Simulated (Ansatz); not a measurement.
# YSCl, from a guessed structure to a relaxed one

Starting from a made-up structure for YSCl, the aim is the relaxed cell, its shortest contacts and, where a second run follows, its electronic structure.

Method: DFT, PBE, plane-wave PAW, files of the set soft_1, scalar-relativistic, no spin, cell and ions relaxed at zero pressure; PAW set soft_1, in the first sound run; inputs show where later runs differ, in Ansatz 0.2.0.

## (1) The structure

It takes space group R-3m (No. 166, trigonal). The conventional cell has a = 4.640 Å, b = 4.640 Å, c = 22.793 Å, α = 90.00°, β = 90.00°, γ = 120.00°. Y has 4 S at 2.73 to 2.85 Å and 4 Cl at 2.94 to 3.02 Å nearest. Nearest to Cl lie 4 Y at 2.94 to 3.02 Å. Nearest to S lie 4 Y at 2.73 to 2.85 Å. Farther neighbours and most contacts between anions are not listed.

## (2) Relaxing cell and atoms

The guess takes its coordinates from another compound and its volume from a rule, so the cell and any free coordinates are relaxed together.

Input file input.yaml:

```yaml
crystal:
  lattice:
    - [2.32, 1.339452625, 7.597666667]
    - [-2.32, 1.339452625, 7.597666667]
    - [0.0, -2.678905249, 7.597666667]
  atoms:
    - { symbol: "Y", position: [0.7592, 0.7592, 0.7592] }
    - { symbol: "Y", position: [0.2408, 0.2408, 0.2408] }
    - { symbol: Cl, position: [0.626766667, 0.626766667, 0.626766667] }
    - { symbol: Cl, position: [0.373233333, 0.373233333, 0.373233333] }
    - { symbol: S, position: [0.8844, 0.8844, 0.8844] }
    - { symbol: S, position: [0.1156, 0.1156, 0.1156] }
kpoints:
  mp_grid: { grid: [7, 7, 7] }
scf:
  occupations: { method: fermi_dirac, width: 0.05 }
hamiltonian:
  xc: pbe
  pseudopotentials: { kind: paw, azcp: { folder: soft_1 } }
relax:
  f_tol: 0.015
  max_steps: 70
  cell: {}
output:
  forces: true
  stress: true
```

Launch:

```console
ansatz run input.yaml --threads 4 --pin off --max-ram 10240MiB --backend cpu --events-out ev --progress --plain --runs-dir out
```

Numbers of over 12 decimals in the logs are rounded to 6 here.

What it wrote:

```text
basis.fft_grid_basis auto: the FFT boxes are laid along the combinations [[1, 0, -1], [0, 1, -1], [0, 0, 1]] of the cell's own vectors, 4.640, 4.640 and 8.056 Å long. The dense box has 32×32×54 points. Along the cell's own vectors, as sized, it would have 54×54×54, 2.85 times as many. Of the 12 symmetry operations that the crystal satisfies within crystal.symmetry.tolerance (time reversal apart; of a slab, those that [...]
Engine: ansatz 0.2.0, aarch64-unknown-linux-gnu
Pseudopotentials: kind: paw
Pseudopotential: Y, paw, valence charge 11, recommended cutoff 420 eV (normal), soft_1/Y.paw.azcp
Pseudopotential: Cl, paw, valence charge 7, recommended cutoff 420 eV (normal), soft_1/Cl.paw.azcp
Pseudopotential: S, paw, valence charge 6, recommended cutoff 420 eV (normal), soft_1/S.paw.azcp
Functional definition: PBE
  parameter kappa = 0.804
  parameter beta = 0.066725
  exchange = pbe_x(kappa = kappa, mu = beta*pi^2/3)
  correlation = pbe_c(beta = beta)
Crystal: 6 atoms, lattice volume = 141.660 Å³
Basis set: ecut = 420 eV, 2803 PW (Γ), FFT grids on a1−a3, a2−a3, a3, exchange–correlation on 64×64×108 points (8 copies of the dense FFT grid, shifted against one another)
Bands: 30, of which v1, the nominal top of the filled ones, is band 24 counted from 1 (23 counted from 0)
Symmetry: 12 space group operations
Space group: R-3m (ITA 166), of the structure as read, at distance tolerance 5.2e-5 Å
k-points: 44 of 343
Non-local potential: Y, projectors of the file, l = 0: 3, l = 1: 2, l = 2: 2, l = 3: 1
Non-local potential: Cl, projectors of the file, l = 0: 2, l = 1: 2, l = 2: 1
Non-local potential: S, projectors of the file, l = 0: 2, l = 1: 2, l = 2: 1
PAW form: soft (Blöchl's): semilocal exchange-correlation on the pseudo side does not see the compensation charge
PAW one-centre angular grid: Y, 590 points (default); XC on 64 Gauss nodes
PAW one-centre angular grid: Cl, 110 points (default); XC on 64 Gauss nodes
PAW one-centre angular grid: S, 110 points (default); XC on 64 Gauss nodes
Initial density: superposition of atomic densities (chi_scale 0.1, normalization cell, long waves kept (reshape's long-wave potential 0.29 eV rms))
Initial wavefunctions: pseudopotential atomic-orbital guess
Functional: x = pbe(κ = 0.804, μ = 0.219515), c = pbe(β = 0.066725)
SCF iter   1: F=—  HF=-11677.429323 eV  |F-HF|=—  |Δ(HF+E_count)|=         —  Δρ=6.00e-2  dr2=1.99e1  ethr=3.10e-3  ⟨swp⟩=6.2  Hψ=6220  notcnv=0
preconditioner: auto → Resta (q_TF=auto, 2.278 Å⁻¹)  ε∞=6.3  [insulator: Δε(μ)=0.946 eV  Ē_g=7.674 eV  σ=0.050 eV  W_gap=1.00  n_scr=28 (ndim 8)  ℏωp=17.6 eV  f_vac=0.002  D(μ)=0.00/eV (n_scr^D=0)  ε∞_Penn≈6.3]
SCF iter   2: F=—  HF=-11673.628556 eV  |F-HF|=—  |Δ(HF+E_count)|=    3.80e0  Δρ=2.09e-2  dr2=2.52e0  ethr=3.10e-3  ⟨swp⟩=4.2  Hψ=3867  notcnv=0  defer=14
SCF iter   3: F=—  HF=-11673.032225 eV  |F-HF|=—  |Δ(HF+E_count)|=   5.96e-1  Δρ=1.03e-2  dr2=4.70e-1  ethr=3.10e-3  ⟨swp⟩=3.1  Hψ=2350  notcnv=0  defer=55
SCF iter   4: F=—  HF=-11672.925213 eV  |F-HF|=—  |Δ(HF+E_count)|=   1.07e-1  Δρ=3.04e-3  dr2=1.94e-2  ethr=9.79e-4  ⟨swp⟩=3.2  Hψ=2197  notcnv=0  defer=55
SCF iter   5: F=—  HF=-11672.933233 eV  |F-HF|=—  |Δ(HF+E_count)|=   8.02e-3  Δρ=1.07e-3  dr2=2.20e-3  ethr=4.03e-5  ⟨swp⟩=2.0  Hψ=2385  notcnv=0  defer=55
SCF iter   6: F=—  HF=-11672.935971 eV  |F-HF|=—  |Δ(HF+E_count)|=   2.74e-3  Δρ=2.73e-4  dr2=1.98e-4  ethr=4.59e-6  ⟨swp⟩=2.0  Hψ=1854  notcnv=0  defer=55
SCF iter   7: F=—  HF=-11672.936409 eV  |F-HF|=—  |Δ(HF+E_count)|=   4.38e-4  Δρ=8.52e-5  dr2=1.94e-5  ethr=4.12e-7  ⟨swp⟩=2.0  Hψ=1905  notcnv=0  defer=55
SCF iter   8: F=—  HF=-11672.936405 eV  |F-HF|=—  |Δ(HF+E_count)|=   3.87e-6  Δρ=1.99e-5  dr2=8.43e-7  ethr=4.04e-8  ⟨swp⟩=2.0  Hψ=1958  notcnv=0  defer=55
SCF iter   9: F=-11672.936407 eV  HF=-11672.936407 eV  |F-HF|=6.00e-8  |Δ(HF+E_count)|=   1.48e-6  Δρ=5.26e-6  dr2=4.66e-8  ethr=2.08e-10  ⟨swp⟩=6.0  Hψ=5627  notcnv=0
SCF 1 converged in 9 iterations: F = -11672.936407 eV  dr2 = 4.66e-8
  greatest PAW one-centre occupation: 0.993 electrons in one spin orbital (limit 2), on the Y atom at site 1 (counted from 0), in its partial waves of l = 0
relax step   1: F+E_penalty+E_count = -11672.93640673 eV  Δ(F+E_penalty+E_count) = +0.000e0 eV  max|allowed force component| = 8.278e-1 eV/Å  Δτ_max = 0.0000 Å  P = +1.121 GPa  Ω = 141.660 Å³  (9 SCF iters, dr2 threshold 1.00e-7 eV, accepted)
Crystal: 6 atoms, lattice volume = 143.152 Å³
Initial density: handed on by an earlier stage of this run
Initial wavefunctions: those handed on with the density
iter 1 solved again at ethr=5.49e-4 eV; its pass at ethr=3.10e-3 eV (dr2=2.64e-1 eV) is discarded
SCF iter   1: F=—  HF=-11673.091770 eV  |F-HF|=—  |Δ(HF+E_count)|=         —  Δρ=9.22e-3  dr2=2.76e-1  ethr=5.49e-4  ⟨swp⟩=1.1  Hψ=7743  notcnv=0
preconditioner: auto → Resta (q_TF=auto, 2.274 Å⁻¹)  ε∞=5.0  [insulator: Δε(μ)=2.978 eV  Ē_g=8.815 eV  σ=0.050 eV  W_gap=1.00  n_scr=28 (ndim 8)  ℏωp=17.6 eV  f_vac=0.045  D(μ)=0.00/eV (n_scr^D=0)  ε∞_Penn≈5.0]
SCF iter   2: F=—  HF=-11673.030629 eV  |F-HF|=—  |Δ(HF+E_count)|=   6.11e-2  Δρ=4.75e-3  dr2=5.84e-2  ethr=5.49e-4  ⟨swp⟩=2.2  Hψ=1853  notcnv=0
SCF iter   3: F=—  HF=-11673.017126 eV  |F-HF|=—  |Δ(HF+E_count)|=   1.35e-2  Δρ=9.88e-4  dr2=1.15e-3  ethr=1.22e-4  ⟨swp⟩=2.2  Hψ=2065  notcnv=0  defer=2
SCF iter   4: F=—  HF=-11673.017202 eV  |F-HF|=—  |Δ(HF+E_count)|=   7.57e-5  Δρ=1.62e-4  dr2=8.70e-5  ethr=2.41e-6  ⟨swp⟩=2.0  Hψ=2091  notcnv=0  defer=2
SCF iter   5: F=—  HF=-11673.017230 eV  |F-HF|=—  |Δ(HF+E_count)|=   2.82e-5  Δρ=6.19e-5  dr2=1.01e-5  ethr=1.81e-7  ⟨swp⟩=2.0  Hψ=2110  notcnv=0  defer=2
SCF iter   6: F=—  HF=-11673.017236 eV  |F-HF|=—  |Δ(HF+E_count)|=   5.60e-6  Δρ=2.38e-5  dr2=1.30e-6  ethr=2.10e-8  ⟨swp⟩=2.0  Hψ=1934  notcnv=0  defer=2
SCF iter   7: F=-11673.017236 eV  HF=-11673.017236 eV  |F-HF|=1.94e-7  |Δ(HF+E_count)|=   5.07e-7  Δρ=7.35e-6  dr2=1.30e-7  ethr=1.25e-9  ⟨swp⟩=5.0  Hψ=4827  notcnv=0
SCF 2 converged in 7 iterations: F = -11673.017236 eV  dr2 = 1.30e-7
relax step   2: F+E_penalty+E_count = -11673.01723621 eV  Δ(F+E_penalty+E_count) = -8.083e-2 eV  max|allowed force component| = 6.744e-1 eV/Å  Δτ_max = 0.1973 Å  P = +1.089 GPa  Ω = 143.152 Å³  energy of the carried Pulay correction = -5.661e-5 eV  (7 SCF iters, dr2 threshold 6.00e-7 eV, accepted)
Crystal: 6 atoms, lattice volume = 145.914 Å³
Basis set: ecut = 420 eV, 2875 PW (Γ), FFT grids on a1−a3, a2−a3, a3, exchange–correlation on 64×64×108 points (8 copies of the dense FFT grid, shifted against one another)
[...]
relax step   9: F+E_penalty+E_count = -11673.11574745 eV  Δ(F+E_penalty+E_count) = -1.884e-2 eV  max|allowed force component| = 1.291e-1 eV/Å  Δτ_max = 0.0516 Å  P = +0.693 GPa  Ω = 150.678 Å³  energy of the carried Pulay correction = -3.333e-4 eV  (6 SCF iters, dr2 threshold 6.00e-7 eV, accepted)
relax step  10: F+E_penalty+E_count = -11673.14145413 eV  Δ(F+E_penalty+E_count) = -2.571e-2 eV  max|allowed force component| = 6.063e-2 eV/Å  Δτ_max = 0.0793 Å  P = +0.582 GPa  Ω = 155.024 Å³  energy of the carried Pulay correction = -4.867e-4 eV  (6 SCF iters, dr2 threshold 6.00e-7 eV, accepted)
relax step  11: F+E_penalty+E_count = -11673.09370892 eV  Δ(F+E_penalty+E_count) = +4.775e-2 eV  max|allowed force component| = 5.528e-1 eV/Å  Δτ_max = 0.0542 Å  P = -1.811 GPa  Ω = 163.111 Å³  energy of the carried Pulay correction = -7.605e-4 eV  (8 SCF iters, dr2 threshold 6.00e-7 eV, rejected (line search))
relax step  12: F+E_penalty+E_count = -11673.14838292 eV  Δ(F+E_penalty+E_count) = -6.929e-3 eV  max|allowed force component| = 2.382e-2 eV/Å  Δτ_max = 0.0280 Å  P = -0.020 GPa  Ω = 158.140 Å³  energy of the carried Pulay correction = -5.939e-4 eV  (10 SCF iters, accepted)
relax step  13: F+E_penalty+E_count = -11673.14858863 eV  Δ(F+E_penalty+E_count) = -2.057e-4 eV  max|allowed force component| = 5.701e-2 eV/Å  Δτ_max = 0.0268 Å  P = +0.117 GPa  Ω = 159.426 Å³  energy of the carried Pulay correction = -6.375e-4 eV  (7 SCF iters, dr2 threshold 3.55e-8 eV, accepted)
relax step  14: F+E_penalty+E_count = -11673.14965768 eV  Δ(F+E_penalty+E_count) = -1.069e-3 eV  max|allowed force component| = 2.491e-2 eV/Å  Δτ_max = 0.0111 Å  P = -0.030 GPa  Ω = 159.801 Å³  energy of the carried Pulay correction = -6.502e-4 eV  (5 SCF iters, dr2 threshold 2.03e-7 eV, accepted)
relax step  15: F+E_penalty+E_count = -11673.14977878 eV  Δ(F+E_penalty+E_count) = -1.211e-4 eV  max|allowed force component| = 2.842e-4 eV/Å  Δτ_max = 0.0042 Å  P = -0.005 GPa  Ω = 159.613 Å³  energy of the carried Pulay correction = -6.438e-4 eV  (5 SCF iters, dr2 threshold 3.88e-8 eV, accepted)
relax step  16: F+E_penalty+E_count = -11673.16397715 eV  Δ(F+E_penalty+E_count) = -1.420e-2 eV  max|allowed force component| = 2.942e-3 eV/Å  Δτ_max = 0.0000 Å  P = +0.122 GPa  Ω = 159.613 Å³  stress off target by 3.30e-1 GPa  SCF on the basis re-selected at this cell (its energy is not comparable with the rows above)  (6 SCF iters)
relax step  17: F+E_penalty+E_count = -11673.16841246 eV  Δ(F+E_penalty+E_count) = -4.435e-3 eV  max|allowed force component| = 2.865e-3 eV/Å  Δτ_max = 0.0297 Å  P = +0.056 GPa  Ω = 161.718 Å³  energy of the carried Pulay correction = -7.302e-5 eV  (7 SCF iters, dr2 threshold 2.72e-7 eV, accepted)
relax step  18: F+E_penalty+E_count = -11673.17129715 eV  Δ(F+E_penalty+E_count) = -2.885e-3 eV  max|allowed force component| = 1.210e-2 eV/Å  Δτ_max = 0.0477 Å  P = +0.061 GPa  Ω = 164.887 Å³  energy of the carried Pulay correction = -1.946e-4 eV  (7 SCF iters, dr2 threshold 8.67e-8 eV, accepted)
relax step  19: F+E_penalty+E_count = -11673.17145322 eV  Δ(F+E_penalty+E_count) = -1.561e-4 eV  max|allowed force component| = 1.804e-3 eV/Å  Δτ_max = 0.0087 Å  P = +0.000 GPa  Ω = 165.565 Å³  energy of the carried Pulay correction = -2.229e-4 eV  (6 SCF iters, dr2 threshold 1.01e-8 eV, accepted)
relax step  20: F+E_penalty+E_count = -11673.17148615 eV  Δ(F+E_penalty+E_count) = -3.293e-5 eV  max|allowed force component| = 8.213e-4 eV/Å  Δτ_max = 0.0094 Å  P = -0.002 GPa  Ω = 166.191 Å³  energy of the carried Pulay correction = -2.495e-4 eV  (9 SCF iters, accepted)
iter 1 solved again at ethr=2.45e-7 eV; its pass at ethr=3.10e-3 eV (dr2=1.18e-4 eV) is discarded
SCF iter   1: F=—  HF=-11673.171741 eV  |F-HF|=—  |Δ(HF+E_count)|=         —  Δρ=4.06e-5  dr2=2.22e-7  ethr=2.45e-7  ⟨swp⟩=3.5  Hψ=10095  notcnv=0
preconditioner: auto → Resta (q_TF=auto, 2.218 Å⁻¹)  ε∞=4.5  [insulator: Δε(μ)=3.293 eV  Ē_g=8.670 eV  σ=0.050 eV  W_gap=1.00  n_scr=36 (ndim 8)  ℏωp=16.3 eV  f_vac=0.121  D(μ)=0.00/eV (n_scr^D=0)  ε∞_Penn≈4.5]
SCF iter   2: F=—  HF=-11673.171748 eV  |F-HF|=—  |Δ(HF+E_count)|=   7.02e-6  Δρ=2.10e-5  dr2=5.97e-8  ethr=4.63e-10  ⟨swp⟩=3.1  Hψ=2690  notcnv=0
SCF iter   3: F=—  HF=-11673.171760 eV  |F-HF|=—  |Δ(HF+E_count)|=   1.13e-5  Δρ=2.12e-6  dr2=5.79e-9  ethr=1.24e-10  ⟨swp⟩=2.0  Hψ=2079  notcnv=0
SCF iter   4: F=—  HF=-11673.171760 eV  |F-HF|=—  |Δ(HF+E_count)|=   3.32e-8  Δρ=5.33e-7  dr2=4.71e-10  ethr=1.21e-11  ⟨swp⟩=2.0  Hψ=1934  notcnv=0
SCF iter   5: F=-11673.171760 eV  HF=-11673.171760 eV  |F-HF|=1.82e-11  |Δ(HF+E_count)|=  7.68e-10  Δρ=7.92e-8  dr2=7.66e-12  ethr=1.00e-12  ⟨swp⟩=4.0  Hψ=5778  notcnv=0
SCF 21 converged in 5 iterations: F = -11673.171760 eV  dr2 = 7.66e-12
relax step  21: F+E_penalty+E_count = -11673.17175986 eV  Δ(F+E_penalty+E_count) = -2.737e-4 eV  max|allowed force component| = 8.284e-4 eV/Å  Δτ_max = 0.0000 Å  P = -0.002 GPa  Ω = 166.191 Å³  stress off target by 2.86e-3 GPa  SCF on the basis re-selected at this cell (its energy is not comparable with the rows above)  (5 SCF iters)
basis re-selected at this cell: Δ(F+E_penalty+E_count) = -2.737e-4 eV, ΔP = -0.001 GPa vs the last step (what re-selecting the basis moved, of the pressure what is left beyond the Pulay correction that the steps carried, after the strain that the cell walked since its last selection, with what the two solves' SCF thresholds leave and, on support functions, any second-order correction that the steps lacked; it is no m [...]
SCF converged after 5 iterations
Free energy (F): -11673.171760 eV
Harris-Foulkes:  -11673.171760 eV  (|F-HF|=1.82e-11)
Internal energy: -11673.171760 eV  (E = F + TS)
E sigma→0 (E₀):  -11673.171760 eV
Fermi energy:    6.050162 eV
--- Per-component energies (eV) ---
  E_band       = -358.809058
  E_kinetic    = 1150.071077
  E_local      = -2735.216066  (includes V_loc(G=0)·N_el)
  E_nonlocal   = 182.556788
  E_hartree    = 979.023512
  E_xc         = -753.917562
  E_vxc        = -814.260609  (∫ρ·V_xc dr)
  E_paw        = -8165.820486  (= ΣΔE_a)
  E_vpaw       = -100.007498  (= ΣTr[D̂ρ^β])
  E_aug_tail   = 0.000258  (compensation charges beyond the density's cutoff)
  E_ewald      = -2329.869282
  E_smearing   = -0.000000  (= −TS)
  E_closure    = 0.000000  (closes the sum)
  Σ components = -11673.171760   (vs F -11673.171760, Δ=0.00e0)
--- Forces (eV/Å), atoms counted from 1 ---
  atom   1  Y      0.00000000     0.00000000     0.00082842
  atom   2  Y      0.00000000    -0.00000000    -0.00082842
  atom   3  Cl     0.00000000    -0.00000000    -0.00052506
  atom   4  Cl     0.00000000     0.00000000     0.00052506
  atom   5  S      0.00000000    -0.00000000    -0.00025867
  atom   6  S      0.00000000     0.00000000     0.00025867
  max |Σ_I F_I| component: 2.17e-19 eV/Å
--- Stress (GPa, compression-positive) ---
       -0.002864       0.000000       0.000000
        0.000000      -0.002864       0.000000
        0.000000       0.000000      -0.001251
  P = ⅓ Tr σ = -0.0023 GPa (-0.023 kbar)
--- Relaxed structure (19 steps of the walk, 18 accepted, 2 SCFs on fresh bases) ---
  F+E_penalty+E_count = -11673.17175986 eV   max|allowed force component| = 8.284e-4 eV/Å   (the final SCF, on the basis selected at the relaxed cell)
  cell:  # Å, volume = 166.1911 Å³
    - [2.196494, 1.268147, 9.943906]
    - [-2.196494, 1.268147, 9.943906]
    - [0, -2.536293, 9.943906]
  atoms:
    - { symbol: Y, position: [0.772212, 0.772212, 0.772212] }
    - { symbol: Y, position: [0.227788, 0.227788, 0.227788] }
    - { symbol: Cl, position: [0.612144, 0.612144, 0.612144] }
    - { symbol: Cl, position: [0.387856, 0.387856, 0.387856] }
    - { symbol: S, position: [0.866911, 0.866911, 0.866911] }
    - { symbol: S, position: [0.133089, 0.133089, 0.133089] }
```

The job ended after 1.7 min (4 threads of Arm Neoverse N1, shared host; peak memory 0.56 GiB; 6.4 min of CPU time).

Relaxation path:

```csv
step,energy less that of the first step (eV),largest force component (eV/Å),pressure (GPa),volume (Å³)
1,0.0000,0.8278,1.12,141.66
2,-0.0808,0.6744,1.09,143.15
3,-0.1320,0.1533,-0.67,145.91
4,-0.1395,0.0310,-0.03,144.62
5,-0.1436,0.0534,-0.11,145.11
6,-0.1467,0.0454,0.09,145.38
7,-0.1489,0.0257,0.19,145.91
8,-0.1605,0.0669,0.42,148.17
9,-0.1793,0.1291,0.69,150.68
10,-0.2050,0.0606,0.58,155.02
11,-0.1573,0.5528,-1.81,163.11
12,-0.2120,0.0238,-0.02,158.14
13,-0.2122,0.0570,0.12,159.43
14,-0.2133,0.0249,-0.03,159.80
15,-0.2134,0.0003,0.00,159.61
16*,-0.2276,0.0029,0.12,159.61
17,-0.2320,0.0029,0.06,161.72
18,-0.2349,0.0121,0.06,164.89
19,-0.2350,0.0018,0.00,165.57
20,-0.2351,0.0008,0.00,166.19
21*,-0.2354,0.0008,0.00,166.19
```

Relaxation steps marked * repeat the geometry before them on a plane-wave basis chosen anew for their cell, so energy and pressure can jump there. Relaxation step 11 was tried and not accepted.

The run keeps the 12 symmetry operations that it works with, so distortions that break them were not tested.

| cell as run | before | after | change |
| --- | --- | --- | --- |
| a (Å) | 8.056 | 10.262 | +27.4 % |
| b (Å) | 8.056 | 10.262 | +27.4 % |
| c (Å) | 8.056 | 10.262 | +27.4 % |
| α (°) | 33.47 | 24.72 | -26.2 % |
| β (°) | 33.47 | 24.72 | -26.2 % |
| γ (°) | 33.47 | 24.72 | -26.2 % |
| volume (Å³/atom) | 23.61 | 27.70 | +17.3 % |

The atoms that moved most (Å, as changes of fractional coordinates times the final cell):

| atom | dx | dy | dz | length |
| --- | --- | --- | --- | --- |
| S6 | 0.000 | 0.000 | 0.522 | 0.522 |
| S5 | 0.000 | 0.000 | -0.522 | 0.522 |
| Cl3 | 0.000 | 0.000 | -0.436 | 0.436 |
| Cl4 | 0.000 | 0.000 | 0.436 | 0.436 |
| Y2 | 0.000 | 0.000 | -0.388 | 0.388 |
| Y1 | 0.000 | 0.000 | 0.388 | 0.388 |

This step gave:

| Property | Result |
| --- | --- |
| free energy | -11673.1718 eV |
| Fermi energy | 6.050 eV |
| gap by band count | 3.293 eV |
| electrons | 48 |
| symmetry operations | 12 |
| pressure | -0.002326 GPa |

Shortest distances by pair of elements, guess and relaxed (not always the same contact):

```csv
pair,guess (Å),relaxed (Å)
S–Y,2.730,2.666
Cl–Y,2.935,2.958
S–S,3.549,3.232
Cl–S,3.186,3.453
Cl–Cl,3.238,4.125
```

The relaxation ends with a largest force component of 8.3e-4 eV/Å and a pressure of 0.00 GPa.

[end of part 1 of 2]

[Logs are printed without paths, hosts, clocks, repeated set-up lines and the standing remarks that a program may print on its own settings, such as how far it seeks lower states.]

[Hosts, paths, dates, database ids (printed as entryN), source tags and the programs' standing remarks are cut or masked in the printed files.]
